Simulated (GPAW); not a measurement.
A computed F K-edge spectrum of one site in a crystal of Cr, F and K, with its zero at a photon energy of about 680.0 eV (LDA puts this hole about 5 eV below PBE, itself good to a few eV). Method: GPAW, LDA, excited-electron core hole (neutral cell) in a small cell, dipole transitions, broadening that rises with energy.

Energy from the lowest empty level; intensity scaled to a mean of 1 over the first 20 eV:

| E (eV) | intensity |
| --- | --- |
| -2.0 | 0.00 |
| -1.5 | 0.00 |
| -1.0 | 0.00 |
| -0.5 | 0.07 |
| 0.0 | 0.34 |
| 0.5 | 0.64 |
| 1.0 | 0.97 |
| 1.5 | 1.31 |
| 2.0 | 1.13 |
| 2.5 | 1.28 |
| 3.0 | 1.80 |
| 3.5 | 2.12 |
| 4.0 | 1.95 |
| 4.5 | 1.45 |
| 5.0 | 1.09 |
| 5.5 | 1.04 |
| 6.0 | 1.13 |
| 6.5 | 1.27 |
| 7.0 | 1.40 |
| 7.5 | 1.32 |
| 8.0 | 1.09 |
| 8.5 | 0.88 |
| 9.0 | 0.77 |
| 9.5 | 0.71 |
| 10.0 | 0.63 |
| 10.5 | 0.54 |
| 11.0 | 0.46 |
| 11.5 | 0.43 |
| 12.0 | 0.49 |
| 12.5 | 0.62 |
| 13.0 | 0.80 |
| 13.5 | 0.98 |
| 14.0 | 1.12 |
| 14.5 | 1.20 |
| 15.0 | 1.23 |
| 15.5 | 1.20 |
| 16.0 | 1.12 |
| 16.5 | 0.99 |
| 17.0 | 0.85 |
| 17.5 | 0.74 |
| 18.0 | 0.66 |
| 18.5 | 0.63 |
| 19.0 | 0.63 |
| 19.5 | 0.67 |
| 20.0 | 0.73 |
| 20.5 | 0.80 |
| 21.0 | 0.88 |
| 21.5 | 0.97 |
| 22.0 | 1.04 |
| 22.5 | 1.10 |
| 23.0 | 1.12 |
| 23.5 | 1.11 |
| 24.0 | 1.08 |
| 24.5 | 1.04 |
| 25.0 | 1.00 |
| 25.5 | 0.99 |
| 26.0 | 1.01 |
| 26.5 | 1.06 |
| 27.0 | 1.14 |
| 27.5 | 1.25 |
| 28.0 | 1.35 |
| 28.5 | 1.45 |
| 29.0 | 1.50 |
| 29.5 | 1.50 |
| 30.0 | 1.45 |
| 30.5 | 1.35 |

Q: Which coordination does this site have?

A K edge sees empty p states; the first features are F p mixed into the empty d states of the Cr neighbours, and the broad ones above probably into the cations' higher empty bands. It is atom 3 of KCrF3 (P4/mmm), with 2 Cr at 2.05 Å (linear, site symmetry mmm). Its main maxima below 24 eV lie at 1.5 eV (1.31), 3.6 eV (2.14), 7.1 eV (1.40), 15.0 eV (1.23) and 23.1 eV (1.12). A near-edge spectrum doesn't fix the structure by itself; it is matched against candidates. The hole lies in one spin channel, while the script sums the empty states of both and takes the lower zero; where the two channels are split, this blurs and shifts the curve. The unit cell's mesh shows no gap over 0.35 eV. That is right for a metallic compound; for a small-gap or correlated insulator it would be the fault of the functional or of the assumed magnetic order, and the hole would be screened too well. The crystal has 2 inequivalent F sites and not all are shown here, while a measurement adds them all. The spins start ferromagnetically in a simple order, which needn't be the measured one; gap and edge can depend on it. The holes are only 5.8 Å apart, so the shape is probably not converged with cell size; no larger cell was run here. The mesh is coarse (0.27 Å⁻¹ between points), so small maxima may be mesh ripples. Lifetime broadening is put in by hand, and intensities beyond about 20 eV depend on it and on the partial waves. The structure is a computed Materials Project entry and may be a hypothetical form.

[Hosts, paths, dates, database ids (printed as entryN), source tags and the programs' standing remarks are cut or masked in the printed files.]

[Lists of maxima count a maximum above −3 eV only where it reaches 4 % of the highest in the window and stands out from its surroundings by 2 % of it (1.5 % where it reaches 55 %); shoulders and weaker maxima are passed over, and of the rest the first, up to two pre-edge ones and the few strongest are named.]
